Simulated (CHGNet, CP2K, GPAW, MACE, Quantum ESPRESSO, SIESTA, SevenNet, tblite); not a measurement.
**CP2K runs on (14,0) carbon nanotube bundle (112 atoms)**

How do the settings of CP2K change the result for (14,0) carbon nanotube bundle (112 atoms)? A plane-wave run serves as the yardstick.

Main program and level: CP2K 2026.2; the method is named at each step.

**1. Starting point**

The cell holds 112 atoms: 112 C. Cell: a = 14.263 Å, b = 14.263 Å, c = 8.371 Å, α = 90.0°, β = 90.0°, γ = 120.0°. It derives from C (graphene). Graphene sheet (a = 2.46 Å) rolled into a (14,0) tube of diameter 10.96 Å, 2 periods, hexagonal bundle with 3.3 Å between walls; minimised with a classical potential (one cell length free). Then every atom was moved at random, 0.03 Å r.m.s. a Cartesian component. The structure's axis is c.

The yardstick, on the same geometry:

```
method                 : Kohn-Sham DFT, PBE, SSSP efficiency 1.3.0 pseudopotentials, plane waves (Quantum ESPRESSO 7.5); sssp-pbe-1.3.0-efficiency, cutoffs 45/360 Ry, Γ point
r.m.s. force component : 2.017 eV/Å
longest force          : 6.94 eV/Å
pressure               : 12.2 GPa
time                   : 3.3 min on 4 MPI ranks of Arm Neoverse V1, shared host
CPU time               : 13 min
```

**2. PBE, DZVP-UZH, 450/50 Ry, diagonalisation**

Method: Kohn-Sham DFT, PBE, GTH-PBE pseudopotentials, Gaussian and plane waves, DZVP-MOLOPT (UZH set), diagonalisation.

Input file input.inp:

```
&GLOBAL
  PROJECT cell
  RUN_TYPE ENERGY_FORCE
  PRINT_LEVEL LOW
&END GLOBAL
&FORCE_EVAL
  METHOD QS
  STRESS_TENSOR ANALYTICAL
  &DFT
    BASIS_SET_FILE_NAME BASIS_MOLOPT_UZH
    POTENTIAL_FILE_NAME POTENTIAL_UZH
    &MGRID
      CUTOFF 450
      REL_CUTOFF 50
    &END MGRID
    &QS
      EPS_DEFAULT 1.0E-12
    &END QS
    &SCF
      SCF_GUESS ATOMIC
      EPS_SCF 5.0E-06
      MAX_SCF 200
      ADDED_MOS 50
      &DIAGONALIZATION
        ALGORITHM STANDARD
      &END DIAGONALIZATION
      &SMEAR ON
        METHOD FERMI_DIRAC
        ELECTRONIC_TEMPERATURE [K] 580
      &END SMEAR
      &MIXING
        METHOD BROYDEN_MIXING
        ALPHA 0.15
        NBROYDEN 12
      &END MIXING
      &PRINT
        &RESTART OFF
        &END RESTART
      &END PRINT
    &END SCF
    &XC
      &XC_FUNCTIONAL PBE
      &END XC_FUNCTIONAL
    &END XC
    &PRINT
      &MULLIKEN ON
      &END MULLIKEN
      &HIRSHFELD ON
        SHAPE_FUNCTION DENSITY
      &END HIRSHFELD
      &MO ON
        EIGENVALUES T
        OCCUPATION_NUMBERS T
        MO_INDEX_RANGE 213 236
        &EACH
          QS_SCF 0
        &END EACH
        ADD_LAST NUMERIC
      &END MO
    &END PRINT
  &END DFT
  &SUBSYS
    &CELL
      A 14.26259 0.00000 0.00000
      B -7.13130 12.35177 0.00000
      C 0.00000 0.00000 8.37084
    &END CELL
    &TOPOLOGY
      COORD_FILE_NAME structure.xyz
      COORD_FILE_FORMAT XYZ
    &END TOPOLOGY
    &KIND C
      BASIS_SET DZVP-MOLOPT-PBE-GTH-q4
      POTENTIAL GTH-PBE-q4
    &END KIND
  &END SUBSYS
  &PRINT
    &FORCES ON
    &END FORCES
    &STRESS_TENSOR ON
    &END STRESS_TENSOR
  &END PRINT
&END FORCE_EVAL
```

Input file structure.xyz:

```xyz
112

C -1.76336 12.34572 1.45376
C 5.26774 1.21517 0.74266
C 4.89086 2.32275 1.47863
C 4.21873 3.34362 0.80745
C 5.30333 1.22591 3.57267
C 4.86397 2.38290 2.90259
C 3.41304 4.24481 1.47988
C 2.37187 4.88611 0.75605
C 4.29439 3.35585 3.57502
C 3.43315 4.28433 2.85831
C 1.18073 5.26321 1.50022
C -0.05399 5.46875 0.72265
C 2.33657 4.97122 3.56782
C 1.21089 5.26951 2.83478
C -1.20697 5.31534 1.49294
C -2.31696 4.93231 0.77380
C -0.02354 5.48172 3.55903
C -1.18280 5.31101 2.81202
C 10.87964 4.28359 1.46825
C 9.99993 3.39031 0.77698
C -2.35205 4.87623 3.52119
C 10.84406 4.25531 2.85195
C 9.35868 2.39501 1.41065
C 8.97809 1.27458 0.76861
C 10.02653 3.43120 3.58197
C 9.32788 2.31447 2.87789
C 1.66537 12.32744 1.47653
C 1.81662 11.18527 0.81222
C 8.99763 1.24790 3.54564
C 1.69147 12.33065 2.86751
C 2.21298 9.96590 1.55555
C 2.87213 8.91934 0.82369
C 1.85420 11.09819 3.62792
C 2.23794 9.99036 2.85873
C 3.69586 8.06941 1.41651
C 4.74587 7.44713 0.77522
C 2.89231 8.95059 3.57175
C 3.76375 8.09214 2.90016
C 5.91997 7.09165 1.42857
C 7.11339 6.86524 0.74902
C 4.76370 7.40563 3.55769
C 5.93473 7.08930 2.89238
C 8.34996 7.03446 1.52040
C 9.47906 7.42737 0.81691
C 7.12694 6.89859 3.54371
C 8.35081 7.02408 2.86592
C -3.80590 8.12141 1.48373
C -2.89674 8.95775 0.75622
C 9.46807 7.40538 3.58238
C -3.81082 8.13735 2.88752
C -2.27660 9.97010 1.38044
C -1.84088 11.14550 0.77338
C -2.82692 8.96603 3.59352
C -2.20265 9.98258 2.90142
C -1.85942 11.13364 3.53551
C -1.71002 12.35016 2.90535
[... 52 atom lines left out ...]
C -2.87042 8.93688 7.70544
C -2.23895 9.92835 7.01719
C -1.81421 11.14476 7.71264
C 5.39461 0.00383 7.02305
```

The run is started by

```
$ OMP_NUM_THREADS=1 mpirun -np 4 cp2k.psmp -i input.inp > output.txt
```

Numbers of over 12 decimals in the logs are rounded to 6 here.

Output:

```text
CP2K| version string:                                       CP2K version 2026.2
 CP2K| Input file name                                                 input.inp
 GLOBAL| Basis set file name                                    BASIS_MOLOPT_UZH
 GLOBAL| Potential file name                                       POTENTIAL_UZH
 GLOBAL| Run type                                                   ENERGY_FORCE
 GLOBAL| Total number of message passing processes                             4
 GLOBAL| Number of threads for this process                                    1
 TOTAL NUMBERS AND MAXIMUM NUMBERS
  Total number of            - Atomic kinds:                                   1
                             - Atoms:                                        112
                             - Shell sets:                                   112
                             - Shells:                                       560
                             - Primitive Cartesian functions:                560
                             - Cartesian basis functions:                   1568
                             - Spherical basis functions:                   1456
  Maximum angular momentum of- Orbital basis functions:                        2
                             - Local part of the GTH pseudopotential:          2
                             - Non-local part of the GTH pseudopotential:      0
 SCF PARAMETERS         Density guess:                                    ATOMIC
                        max_scf:                                             200
                        eps_scf:                                        5.00E-06
                        added MOs                                        50    0
                        Mixing method:                            BROYDEN_MIXING
                                                charge density mixing in g-space
                        Smear method:                                FERMI_DIRAC
                        Electronic temperature [K]:                        580.0
                        Electronic temperature [a.u.]:                  1.84E-03
                        Accuracy threshold:                             1.00E-10
 Extrapolation method: initial_guess
 Number of electrons:                                                        448
 Number of occupied orbitals:                                                224
 Number of molecular orbitals:                                               274
 Number of orbital functions:                                               1456
 Number of independent orbital functions:                                   1456
 SCF WAVEFUNCTION OPTIMIZATION
  Step     Update method      Time    Convergence         Total energy    Change
     1 NoMix/Diag. 0.15E+00    4.7     0.75240378      -642.1942404753 -6.42E+02
     2 Broy./Diag. 0.15E+00    7.6     0.02269471      -578.4601935447  6.37E+01
     3 Broy./Diag. 0.15E+00    7.6     0.09039043      -620.3157742301 -4.19E+01
     4 Broy./Diag. 0.15E+00    7.6     0.02672430      -638.3579567216 -1.80E+01
[...]
18 Broy./Diag. 0.15E+00    7.7     0.00001953      -636.8383917901 -6.42E-04
    19 Broy./Diag. 0.15E+00    7.7     0.00000241      -636.8387410733 -3.49E-04
  *** SCF run converged in    19 steps ***
  Electronic density on regular grids:       -447.9999999998        0.0000000002
  Core density on regular grids:              447.9999999996       -0.0000000004
  Total charge density on r-space grids:       -0.0000000002
  Total charge density g-space grids:          -0.0000000002
  Overlap energy of the core charge distribution:               5.15056e-05
  Self energy of the core charge distribution:              -1493.152283
  Core Hamiltonian energy:                                    477.620811
  Hartree energy:                                             576.757148
  Exchange-correlation energy:                               -198.063663
  Electronic entropic energy:                                  -0.000805329
  Fermi energy:                                                 0.097336
  Total energy:                                              -636.838741
  Total energy (extrapolated to T->0):                       -636.838338
 MO| EIGENVALUES AND OCCUPATION NUMBERS
 MO|
 MO|  Index      Eigenvalue [a.u.]        Eigenvalue [eV]             Occupation
 MO|    213               0.008741               0.237851               2.000000
 MO|    214               0.011133               0.302938               2.000000
 MO|    215               0.012982               0.353270               2.000000
[...]
MO|    235               0.150090               4.084167               0.000000
 MO|    236               0.151625               4.125928               0.000000
 MO| Sum:                                                             448.000000
 MO| E(Fermi):            0.097336 a.u.          2.648652 eV
 !-----------------------------------------------------------------------------!
                     Mulliken Population Analysis
 #  Atom  Element  Kind  Atomic population                           Net charge
       1     C        1          4.000116                             -0.000116
       2     C        1          3.991534                              0.008466
       3     C        1          4.004220                             -0.004220
[...]
111     C        1          4.012546                             -0.012546
     112     C        1          3.995330                              0.004670
 # Total charge                            448.000000                  0.000000
 !-----------------------------------------------------------------------------!
 !-----------------------------------------------------------------------------!
                           Hirshfeld Charges
  #Atom  Element  Kind  Ref Charge     Population                    Net charge
      1       C      1       4.000          3.996                         0.004
      2       C      1       4.000          4.005                        -0.005
      3       C      1       4.000          3.998                         0.002
[...]
111       C      1       4.000          3.994                         0.006
    112       C      1       4.000          4.001                        -0.001
  Total Charge                                                           -0.000
 !-----------------------------------------------------------------------------!
 ENERGY| Total FORCE_EVAL ( QS ) energy [hartree]           -636.838804
 FORCES| Atomic forces [hartree/bohr]
 FORCES|   Atom     x               y               z               |f|
 FORCES|      1  1.47400245E-02  1.38205965E-02  2.64220523E-02   3.32626225E-02
 FORCES|      2  1.07582144E-02 -3.34119746E-02  4.61285518E-02   5.79650112E-02
 FORCES|      3 -1.62931914E-02  3.99468436E-02  1.03714525E-03   4.31543053E-02
[...]
FORCES|    111 -1.15778448E-02 -3.00407070E-02  4.22451746E-03   3.24705577E-02
 FORCES|    112  1.29968071E-02  9.09872656E-04  2.33630609E-02   2.67502800E-02
 FORCES| Sum     1.61728170E-04 -4.36366449E-05  8.28861765E-05
 FORCES| Total atomic force                                       1.86896431E-04
 STRESS| Analytical stress tensor [bar]
 STRESS|                        x                   y                   z
 STRESS|      x        8.04986506080E+04   8.05554650414E+02   1.25065684677E+03
 STRESS|      y        8.05554650414E+02   8.20594372485E+04   2.75055604388E+03
 STRESS|      z        1.25065684677E+03   2.75055604388E+03   2.16472428878E+05
 STRESS| 1/3 Trace                                             1.26343505578E+05
```

Run time: 2.7 min. Hardware: 4 MPI ranks of Arm Neoverse V1, shared host; peak memory 4.4 GiB.

Banners, paths, timers and routine set-up lines are dropped from the logs unmarked, and long logs keep their key lines alone; longer cuts are marked.

Compared with the plane-wave run:

```
r.m.s. force component                  : 2.048 eV/Å
r.m.s. difference of force components   : 33.52 meV/Å
longest difference of force vectors     : 125.3 meV/Å
force difference over r.m.s. force      : 1.662 %
slope of forces against the reference's : 1.015
correlation of force components         : 1
pressure                                : 12.63 GPa
pressure difference                     : 0.4391 GPa
```

The surroundings of C26, which bears the longest force, nearest first, numbered as they follow in the input and with coordinates relative to it.

```
atom      x      y      z  distance (Å)  bonds  Hirshfeld charge (e)     Fx     Fy  Fz (eV/Å)
 C26   0.00   0.00   0.00          0.00      3                  0.00   2.43   6.21      -2.32
 C29  -0.33  -1.07   0.67          1.30      3                 -0.01  -1.66  -4.82       1.49
 C23   0.03   0.08  -1.47          1.47      3                 -0.01  -0.98  -1.10       4.40
 C25   0.70   1.12   0.70          1.49      3                  0.00  -2.65  -2.74      -2.63
 C80  -0.35  -1.07   2.09          2.38      3                  0.01  -0.24  -2.07       1.10
 C24  -0.35  -1.04  -2.11          2.38      3                  0.01  -1.02  -3.59      -1.10
 C30  -0.51  -2.34  -0.01          2.39      3                  0.01   0.10   0.22       2.12
 C76   0.71   1.12   2.05          2.44      3                  0.00  -2.04  -2.40       3.13
 C20   0.67   1.08  -2.10          2.45      3                 -0.01   1.55   2.61      -0.44
 C22   1.52   1.94  -0.03          2.46      3                 -0.01   1.97   1.52       0.65
```

Forces lie 1.7 % from the reference's, at 0.84 times its CPU time.

[end of part 1 of 2]

[Also dropped from logs without a mark: logging warnings of Python, and SIESTA's first energy breakdown and zero terms.]

[Logs are printed without paths, hosts, clocks, repeated set-up lines and the standing remarks that a program may print on its own settings, such as how far it seeks lower states.]

[Hosts, paths, dates, database ids (printed as entryN), source tags and the programs' standing remarks are cut or masked in the printed files.]
